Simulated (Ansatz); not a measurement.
# Electron–phonon scattering in Au-Nb-Au stack of (100) layers, part 2 of 3

How good a conductor is Au-Nb-Au stack of (100) layers when only phonons scatter, and how much computing does the answer need?

Ansatz 0.2.0; DFT LDA, scalar-relativistic, plane waves, PAW; PAW set soft_1.

So far: Set-up; A first look on a coarse mesh; Rough relaxation; Relaxing cell and atoms.

### Step 5. Tight relaxation

Residual forces and stress shift phonon frequencies, so the cell is relaxed again, with tight thresholds and the mesh and smearing of this input.

The input, input.yaml:

```yaml
crystal:
  lattice:
    - [2.803641469, 0.0, 0.0]
    - [0.0, 2.803641469, 0.0]
    - [0.0, 0.0, 32.1154791709]
  atoms:
    - { symbol: Au, position: [0.0, 0.0, 0.1739181699] }
    - { symbol: Nb, position: [0.5, 0.5, 0.2359880717] }
    - { symbol: Au, position: [0.0, 0.0, 0.2980579735] }
  periodic: [true, true, false]
kpoints:
  mp_grid: { grid: [10, 10, 1] }
hamiltonian:
  xc: lda
  pseudopotentials: { kind: paw, azcp: { folder: soft_1 }, xc_functional: pbe }
scf:
  occupations: { method: methfessel_paxton, width: 0.2 }
output:
  forces: true
  stress: true
  eigenvalues: true
  write_density: true
  write_potential: true
  elf: true
  volumetric_format: npy
relax:
  adjacent_minimum: "off"
  f_tol: 0.001
  max_steps: 60
  cell: { stress_2d_tol: 0.002 }
```

Command:

```bash
> ansatz run input.yaml --threads 8 --pin off --max-ram 20480MiB --backend cpu --events-out ev --progress --plain --runs-dir out
```

Numbers of over 12 decimals in the logs are rounded to 6 here.

The program printed:

```text
[the first part of the log is left out]
  E_paw        = -21868.324832  (= ΣΔE_a)
  E_vpaw       = -923.587796  (= ΣTr[D̂ρ^β])
  E_aug_tail   = 0.002988  (compensation charges beyond the density's cutoff)
  E_ewald      = 83320.339864
  E_core_change = 1.471186  (= ΣΔE_core)
  E_smearing   = -0.002844  (= −TS)
  E_closure    = -0.000000  (closes the sum)
  Σ components = -30174.424374   (vs F -30174.424374, Δ=0.00e0)
[...]
--- 2D stress c σ (N/m, compression-positive) ---
        0.000103       0.000000      -0.000000
        0.000000       0.000103      -0.000000
       -0.000000      -0.000000       0.000000
  P = ½ c Tr σ = 0.0001 N/m
--- Band table (eV; the first three rows and the last of 21) ---
[...]
--- Relaxed structure (4 steps of the walk, 3 accepted, 1 SCFs on fresh bases) ---
[...]
cell:  # Å, volume = 252.1997 Å³
    - [2.802303, 0, 0]
    - [0, 2.802303, 0]
    - [0, 0, 32.1154791709]
  atoms:
    - { symbol: Au, position: [0, 0, 0.173869] }
    - { symbol: Nb, position: [0.5, 0.5, 0.235988] }
    - { symbol: Au, position: [0, 0, 0.298107] }
```

Elapsed: 11 s, on 8 threads of Arm Neoverse V1, shared host; peak memory 0.78 GiB.

Little changed from the start: no atom moved by 0.005 Å and no cell edge by 0.1 %.

ELF in the ca plane at fractional y = 1.000, with atoms of Au within 0.2 Å of it. It is the smooth field of the valence electrons, not physical close to the nuclei.

Ten even steps from '0' (0.00) to '9' (0.80), each cell a mean:
```
00000000001245687543333356876432100000000000
00000000001234565443333345655321000000000000
00000000000123444333333333443221000000000000
00000000000123333333443333333211000000000000
00000000000123333333443333333211000000000000
00000000001233455433333344554321000000000000
00000000001235676543333356765431000000000000
00000000001246798643333357986432100000000000
```
Columns run along c (16.0 Å, from fractional 0.00 to 0.50 of the cell), rows up along a (2.8 Å). Atoms in or near the plane, at fractional coordinates: Au at (0.17, 0.00), Au at (0.30, 0.00).

Valence density in the ca plane at fractional y = 1.000, with atoms of Au within 0.2 Å of it. It is the smooth field of the valence electrons, not physical close to the nuclei.

Values in units of 1e0 e/Å³, 5 rows by 16 columns, each cell a mean:
```
0.0 0.0 0.0 0.0 0.5 7.6 2.5 0.2 0.6 7.6 2.4 0.0 0.0 0.0 0.0 0.0
0.0 0.0 0.0 0.0 0.1 1.2 0.5 0.3 0.3 1.2 0.4 0.0 0.0 0.0 0.0 0.0
0.0 0.0 0.0 0.0 0.1 0.4 0.3 0.3 0.3 0.4 0.2 0.0 0.0 0.0 0.0 0.0
0.0 0.0 0.0 0.0 0.2 2.6 1.0 0.2 0.4 2.6 0.9 0.0 0.0 0.0 0.0 0.0
0.0 0.0 0.0 0.0 0.6 9.9 3.2 0.2 0.7 9.9 3.2 0.0 0.0 0.0 0.0 0.0
```
Columns run along c (16.0 Å, from fractional 0.00 to 0.50 of the cell), rows up along a (2.8 Å). Atoms in or near the plane, at fractional coordinates: Au at (0.17, 0.00), Au at (0.30, 0.00).

Electrostatic potential energy in the ca plane at fractional y = 1.000, with atoms of Au within 0.2 Å of it. With pseudopotentials it is smooth inside the atoms' cores, unlike the true potential.

Ten even steps from '0' (-54 eV) to '9' (0 eV), each cell a mean:
```
99999999999984000279999840002799999999999999
99999999999996312589999863125899999999999999
99999999999998766888888987668999999999999999
99999999999999988998888999889999999999999999
99999999999999878898888998789999999999999999
99999999999997534789889875347899999999999999
99999999999985100379999851003799999999999999
99999999999983000269999830001699999999999999
```
Columns run along c (16.0 Å, from fractional 0.00 to 0.50 of the cell; values clipped at the 3rd and 97th percentile), rows up along a (2.8 Å). Atoms in or near the plane, at fractional coordinates: Au at (0.17, 0.00), Au at (0.30, 0.00).

### Step 6. Phonons: q 2×2×1, k 6×6×1

Before any scattering is computed, the phonons show whether the structure is a minimum.

input.yaml, the sections that differ from step 5:

```yaml
crystal:
  lattice:
    - [2.8023030303, 0.0, 0.0]
    - [0.0, 2.8023030303, 0.0]
    - [0.0, 0.0, 32.1154791709]
  atoms:
    - { symbol: Au, position: [0.0, 0.0, 0.173868953] }
    - { symbol: Nb, position: [0.5, 0.5, 0.2359880717] }
    - { symbol: Au, position: [0.0, 0.0, 0.2981071904] }
  periodic: [true, true, false]
kpoints:
  mp_grid: { grid: [6, 6, 1] }
output:
  eigenvalues: true
phonons:
  method: dfpt
  qmesh: [2, 2, 1]
  temperatures: { t_max: 1000, t_step: 50 }
  qpath:
    path: [[0.0, 0.0, 0.0], [0.0, 0.5, 0.0], [0.5, 0.5, 0.0], [0.0, 0.0, 0.0]]
    npoints: 10
# hamiltonian, scf: as in step 5
# relax: removed
```

The program printed:

```text
Warning: crystal.symmetry: narrowed to the stabiliser of the run's FFT grids — unitary ops 16 → 8. A phonons.method: dfpt run fills in the rows of the dynamical matrix that it does not solve by its symmetry operations, which is exact only for operations that map its FFT grids onto themselves: filled in by any other, the frequencies could depend on the order in which like atoms are typed, or, by more than the grids' own error, on where the crystal sits among the grids' points. Excluded: 8 operations. The run can therefore solve more perturbations, solve them on more k-points, or both, and cost more. [rest of the remark cut]
[...]
Crystal: 3 atoms, lattice volume = 252.200 Å³
Basis set: ecut = 420 eV, 4999 PW (Γ), exchange–correlation on 40×40×432 points (8 copies of the dense FFT grid, shifted against one another)
Bands: 31, of which v1, the nominal top of the filled ones, is band 26 counted from 1 (25 counted from 0)
Symmetry: 16 space group operations
k-points: 10 of 36 (irreducible under 8 space group operations)
[...]
SCF iter   1: F=—  HF=-30176.808772 eV  |F-HF|=—  |Δ(HF+E_count)|=         —  Δρ=4.91e-2  dr2=1.32e1  ethr=3.10e-3  ⟨swp⟩=13.4  Hψ=2317  notcnv=0
[...]
SCF iter  14: F=-30174.463662 eV  HF=-30174.463662 eV  |F-HF|=1.60e-10  |Δ(HF+E_count)|=   1.19e-9  S|Δr|=    0.00e0  Δρ=4.46e-8  dr2=5.07e-12  ethr=1.00e-12  ⟨swp⟩=18.9  Hψ=2710  notcnv=0
SCF 1 converged in 14 iterations: F = -30174.463662 eV  dr2 = 5.07e-12
[...]
phonons: the bands overlap, so this run is a metal and interpolates without the dipole-dipole term. If the crystal is really an insulator or semiconductor, its LO-TO splitting is missing
NSCF: frozen V_eff on 10 k-points
WARN: eigensolver did not converge (k=5): 1 band(s) unlocked after 2 eigensolves, warm-restarted (20 sweeps on the last) at ethr=2.34e-12 eV (storage-precision floor; scheduled 1.00e-12 eV) (lowest unlocked band 30, counted from 0; max residual 3.61e-5 eV among the unlocked bands, 3.61e-5 eV over every band; other slots of this pass that fall short are told together in one closing line; warning suppressed until the next SCF loop or pass starts)
WARN: eigensolver did not converge in 2 slots of this pass, the one above among them; of largest residual over every band (k=7): 1 band(s) unlocked (lowest unlocked band 30, counted from 0; max residual 1.13e-4 eV among the unlocked bands, 1.13e-4 eV over every band); of lowest unlocked band (k=5): band 30
[...]
DFPT response loops at q = (0, 0, 0) (fractional): preconditioner auto → none (partly filled bands, converged f_vac=0.754); β = 0.50; Broyden in place of MSR1
[...]
SCF converged after 14 iterations
Stability not checked: this state was not tested for a lower state beside it, because cold or Methfessel-Paxton smearing, or corrected tetrahedra, fill the levels in a way that the test cannot read (fill_not_monotonic; see scf.lower_state_search)
Free energy (F): -30174.463662 eV
[...]
Internal energy: -30174.462148 eV  (E = F + TS)
E sigma→0 (E₀):  -30174.463283 eV
Entropy (-TS):   -0.001514 eV (-0.505 meV/atom)
Fermi energy:    -4.794194 eV
[...]
--- Band table (eV; the first three rows and the last of 10) ---
  k-point 0: bands = [... 22 lower, -7.4945, -7.4603, -7.1240, -6.6424, -4.2012, -3.5416, -2.1092, -2.1092, ... 1 higher]
  k-point 1: bands = [... 22 lower, -7.8552, -7.8411, -6.5653, -5.9811, -4.4417, -3.4810, -1.9370, -1.4203, ... 1 higher]
  k-point 2: bands = [... 22 lower, -8.3022, -8.2050, -6.3237, -4.9363, -4.0631, -2.5799, -2.0870, -1.7141, ... 1 higher]
  k-point 9: bands = [... 22 lower, -6.1495, -5.0708, -5.0708, -2.0306, -1.4458, -1.4458, 0.4029, 1.4467, ... 1 higher]
--- Phonons (Γ-DFPT): 6 representative perturbations + reference (Σ response iterations 31) ---
  ASR residual: 1.003e-4 → 0.000e0 eV/Å²; symmetrization residual: 5.915e-5 eV/Å²
  The last average, over the group as it would stand without the narrowing to the FFT grids, took up to 4.849e-6 eV/Å² of the zone centre's force constants
  ASR residual per site (eV/Å²): 5.15e-5 1.00e-4 5.53e-5
  Γ frequencies (cm⁻¹): 0.00 0.00 0.00 65.14 65.14 93.60 150.52 150.52 195.29
--- Phonons (arbitrary-q DFPT): 3 irreducible q on the 2×2×1 mesh ---
  q = [0.0000, 0.0000, 0.0000] (star 1, of the zone-centre solve; hermiticity 1.12e-5, symmetrization 1.86e-12, taken by the last average 4.60e-7): -0.00 -0.00 0.00 65.14 65.14 93.60 150.52 150.52 195.29
  q = [0.0000, -0.5000, 0.0000] (star 2, 9 solved perturbations on 16 of 36 k-point pairs; hermiticity 2.23e-6, symmetrization 4.03e-9, taken by the last average 3.53e-7): 26.39 67.99 70.67 96.20 96.25 108.53 136.36 178.88 207.89
  q = [-0.5000, -0.5000, 0.0000] (star 1, 6 solved perturbations in 78 linear systems a pass and spin channel, the states on 16 of 36 k-point pairs; hermiticity 3.92e-6, symmetrization 4.26e-9, taken by the last average 3.72e-7): 92.20 103.76 111.46 111.46 135.70 135.70 142.99 194.21 194.21
  sum rule: each row above includes the acoustic sum rule's correction from the zone centre's row sums; it moved no ω² by more than (0.54 cm⁻¹)²
  mesh force constants: q→R imaginary residual 1.45e-17; ASR residual 1.003e-4 → 0.000e0 eV/Å²; symmetrization residual 2.665e-15 eV/Å²
  interpolated dispersion: 31 rows × 9 modes
  density of states and harmonic sums: on the 22×22×1 q-mesh, interpolated from the force constants of a 2×2×1 supercell (no non-analytic term)
  largest difference from the sums on the solved wave vectors: F 1.70e-1 eV, S 2.34e-4 and C_V 6.41e-5 eV/K
  zero-point energy: 0.062981 eV/cell   skipped modes (ω ≤ 0): 3   left out of the sums: 6.89e-4 of the cell's modes: C_V's classical limit lies that fraction below 3 k_B per atom; for a crystal, a wire or a layer, F and S can be off by more, and a phonons.interpolated_qmesh denser along its periods is the remedy for the sampling
```

Run time: 55 s. Hardware: 8 threads; peak memory 1.1 GiB; 6.7 min of CPU time.

Reading the cycles: dr2 is the Hartree energy of the density residual (eV), the measure of convergence; HF is the Harris–Foulkes estimate of the energy, which meets the free energy F at convergence.

Numbers from this step:

```yaml
zero_point_energy: 0.06298 eV/cell
share_of_imaginary_modes_in_the_plain_interpolation_between_solved_wavevectors: 0
highest_frequency_solved_or_plainly_interpolated: 207.9 cm⁻¹
```

Solved on the 2×2×1 mesh alone; all other wavevectors are interpolated. The phonon branches at the labelled points (cm⁻¹):

| point | branch 1 | branch 2 | branch 3 | branch 4 | branch 5 | branch 6 | branch 7 | branch 8 | branch 9 |
| --- | --- | --- | --- | --- | --- | --- | --- | --- | --- |
| Γ | 0 | 0 | 0 | 65 | 65 | 94 | 150 | 150 | 195 |
| halfway | 36 | 50 | 52 | 68 | 103 | 104 | 130 | 168 | 200 |
| X | 26 | 68 | 71 | 96 | 96 | 108 | 136 | 179 | 208 |
| halfway | 65 | 94 | 102 | 108 | 110 | 113 | 164 | 185 | 186 |
| M | 92 | 104 | 112 | 112 | 136 | 136 | 143 | 194 | 194 |
| halfway | 62 | 66 | 74 | 101 | 106 | 109 | 161 | 165 | 190 |
| Γ | 0 | 0 | 0 | 65 | 65 | 94 | 150 | 150 | 195 |

The phonon branches as a text plot (rows in cm⁻¹):

```
    204 |       **************
    195 |*******              ***     *******          **********
    186 |                      ********      ***  *****
    178 |           ***********   **            **
    169 |       ****                **            *****
    160 |    ***                 *    *      ***    *****
    152 |****                  **      **  **            ********
    143 |  ****             ***          **
    134 |      ***   *******          **********
    126 |         ***               ***    **   **
    117 |         ***            ******    *********
    108 |         *************************************
    100 |      ***     ***********     ******   **  *****
     91 |*******       **     ********************       ********
     82 |            **     ***     **          ****       ***
     74 |  **       **********    **                ***    *****
     65 |***********   ***       *                *******     ***
     56 |            **        **                      ****
     48 |    ********                                  ****
     39 |      ***  *         *                            ***
     30 |  **  *     *********                           *****
     22 | *  **                                            *****
     13 |  **                                                 **
      4 |**                                                   ***
         Γ               X               M                      Γ
```

Lowest modes at the softest wavevector of the mesh. Modes at q = (0.500, 0.000, 0.000), with each element's share of the kinetic energy:

| mode | frequency (cm⁻¹) | Au % | Nb % |
| --- | --- | --- | --- |
| 1 | 26.4 | 79 | 21 |
| 2 | 68.0 | 100 | 0 |
| 3 | 70.7 | 100 | 0 |
| 4 | 96.2 | 100 | 0 |
| 5 | 96.3 | 0 | 100 |
| 6 | 108.5 | 73 | 27 |

Displacements in mode 1 (26.4 cm⁻¹), the largest set to 1, in the home cell:
```
Au1  0.00  0.00 -0.94
Nb2 -1.00  0.00  0.00
Au3  0.00  0.00  0.94
```

Displacements in mode 5 (96.3 cm⁻¹), the largest set to 1, in the home cell:
```
Au1 0.00 0.00 0.00
Nb2 0.00 1.00 0.00
Au3 0.00 0.00 0.00
```

Among the solved wavevectors the lowest mode, translations apart, is 26.4 cm⁻¹, so these are real on this k mesh.

### Step 7. Coupling and resistivity: q 2×2×1, k 8×8×1, scattering 12×12×1

Phonons, couplings and the Boltzmann equation in one run.

Edit input.yaml of step 6 so:

```diff
@@ -11,3 +11,3 @@
 kpoints:
-  mp_grid: { grid: [6, 6, 1] }
+  mp_grid: { grid: [8, 8, 1] }
 hamiltonian:
@@ -26 +26,4 @@
     npoints: 10
+  electrical_resistivity:
+    mesh: [12, 12, 1]
+    temperatures: [20.0, 50.0, 77.0, 100.0, 150.0, 200.0, 300.0, 400.0, 600.0, 800.0]
```

The program printed:

```text
[the first part of the log is left out]
  E_hartree    = 90905.990177
  E_xc         = -593.643257
  E_vxc        = -723.793168  (∫ρ·V_xc dr)
  E_paw        = -21868.381258  (= ΣΔE_a)
  E_vpaw       = -923.645011  (= ΣTr[D̂ρ^β])
  E_aug_tail   = 0.002988  (compensation charges beyond the density's cutoff)
  E_ewald      = 83320.339856
  E_core_change = 1.471186  (= ΣΔE_core)
  E_smearing   = 0.013419  (= −TS)
  E_closure    = -0.000000  (closes the sum)
  Σ components = -30174.462808   (vs F -30174.462808, Δ=0.00e0)
--- Band table (eV; the first three rows and the last of 15) ---
  k-point 0: bands = ["-111.0875", "-111.0875", "-62.3101", "-62.3019", "-62.2331", "-62.2331", "-62.2330", "-62.2330", "-59.9902", "-36.2584", "-35.5215", "-35.5215", "-13.4541", "-12.4343", "-11.6281", "-11.4267", "-11.4136", "-9.2365", "-8.8205", "-8.8205", "-8.5283", "-8.5283", "-7.7284", "-7.6937", "-7.4301", "-6.8359", "-4.4477", "-3.6990", "-2.4255", "-2.4255", "-0.9171"]
  k-point 1: bands = ["-111.0866", "-111.0865", "-62.3069", "-62.2997", "-62.2576", "-62.2571", "-62.2312", "-62.2312", "-59.9713", "-36.2372", "-35.6972", "-35.5061", "-13.0661", "-12.1427", "-11.4434", "-11.1640", "-11.1207", "-9.3674", "-9.0154", "-8.9775", "-8.7723", "-8.5414", "-7.9345", "-7.9329", "-7.0327", "-6.4992", "-4.4015", "-4.0170", "-2.3203", "-1.5704", "-1.4038"]
  k-point 2: bands = ["-111.0843", "-111.0843", "-62.3175", "-62.3151", "-62.2982", "-62.2942", "-62.2267", "-62.2266", "-59.9254", "-36.1857", "-36.1058", "-35.4688", "-12.1913", "-11.8446", "-11.1052", "-10.2402", "-10.0290", "-9.6585", "-9.5289", "-9.2923", "-8.7240", "-8.5857", "-8.3952", "-8.3739", "-6.6745", "-5.3030", "-5.0303", "-2.9739", "-2.3343", "-2.1313", "-0.4086"]
  k-point 14: bands = ["-111.0750", "-111.0750", "-62.3805", "-62.3805", "-62.3803", "-62.3803", "-62.2732", "-62.2723", "-59.7327", "-36.4875", "-36.4875", "-35.9808", "-11.7028", "-11.2345", "-11.0652", "-11.0409", "-11.0409", "-10.1021", "-10.1021", "-8.6112", "-6.5881", "-6.5867", "-6.3634", "-5.3318", "-5.3318", "-2.3608", "-1.6645", "-1.6645", "0.1923", "1.1093", "1.5938"]
--- Phonons (Γ-DFPT): 6 representative perturbations + reference (Σ response iterations 31) ---
  ASR residual: 4.142e-5 → 0.000e0 eV/Å²; symmetrization residual: 4.861e-7 eV/Å²
  The last average, over the group as it would stand without the narrowing to the FFT grids, took up to 1.216e-7 eV/Å² of the zone centre's force constants
  ASR residual per site (eV/Å²): 3.41e-5 4.14e-5 3.44e-5
  Γ frequencies (cm⁻¹): 0.00 0.00 0.00 66.91 66.91 98.16 149.64 149.64 208.85
--- Phonons (arbitrary-q DFPT): 3 irreducible q on the 2×2×1 mesh ---
  q = [0.0000, 0.0000, 0.0000] (star 1, of the zone-centre solve; hermiticity 8.06e-8, symmetrization 1.17e-12, taken by the last average 1.01e-8): -0.00 0.00 0.00 66.91 66.91 98.16 149.64 149.64 208.85
  q = [0.0000, -0.5000, 0.0000] (star 2, 9 solved perturbations on 25 of 64 k-point pairs; hermiticity 4.72e-8, symmetrization 6.29e-10, taken by the last average 7.78e-9): -17.77 73.93 74.42 74.84 100.83 107.51 142.28 178.28 233.64
  q = [-0.5000, -0.5000, 0.0000] (star 1, 6 solved perturbations in 120 linear systems a pass and spin channel, the states on 25 of 64 k-point pairs; hermiticity 4.04e-8, symmetrization 7.91e-10, taken by the last average 6.92e-9): 100.91 109.45 125.17 125.17 134.79 134.79 162.45 223.99 223.99
  sum rule: each row above includes the acoustic sum rule's correction from the zone centre's row sums; it moved no ω² by more than (0.35 cm⁻¹)²
  mesh force constants: q→R imaginary residual 1.38e-17; ASR residual 4.142e-5 → 0.000e0 eV/Å²; symmetrization residual 4.441e-15 eV/Å²
  interpolated dispersion: 31 rows × 9 modes
  density of states and harmonic sums: on the 22×22×1 q-mesh, interpolated from the force constants of a 2×2×1 supercell (no non-analytic term)
  largest difference from the sums on the solved wave vectors: F 2.82e-1 eV, S 3.88e-4 and C_V 1.06e-4 eV/K
  zero-point energy: 0.066727 eV/cell   skipped modes (ω ≤ 0): 5, of them read as no rigid motion or as one in doubt: 2 (1.240e-2 modes/cell left out, lowest -17.77 cm⁻¹)   left out of the sums: 2.07e-3 of the cell's modes: C_V's classical limit lies that fraction below 3 k_B per atom; for a crystal, a wire or a layer, F and S can be off by more, and a phonons.interpolated_qmesh denser along its periods is the remedy for the sampling
Error: electrical resistivity: the mode of lowest frequency at the wavevector [0.0000, -0.5000, 0.0000] is imaginary, -17.77 cm⁻¹ (written negative): the force constants describe an unstable lattice; relax the structure, enlarge phonons.supercell (under dfpt, kpoints.mp_grid), or, with a block electrical_resistivity or superconductivity, name a file of force constants under which the crystal is stable (phonons.electron_phonon_force_constants)
The harmonic force constants that this run solved are whole in <dir>
```

Wall time 90 s (8 threads); peak memory 1.2 GiB.

The run ended with an error.

The program's message: “electrical resistivity: the mode of lowest frequency at the wavevector [0.0000, -0.5000, 0.0000] is imaginary, -17.77 cm⁻¹ (written negative): the force constants describe an unstable lattice; relax t …”

The run stops because a mode is imaginary on the scattering mesh, where no scattering rate is defined; denser k meshes, other smearings and, between solved wavevectors, finer q meshes show whether the instability is real.

[end of part 2 of 3]

[Logs are printed without paths, hosts, clocks, repeated set-up lines and the standing remarks that a program may print on its own settings, such as how far it seeks lower states.]

[Hosts, paths, dates, database ids (printed as entryN), source tags and the programs' standing remarks are cut or masked in the printed files.]
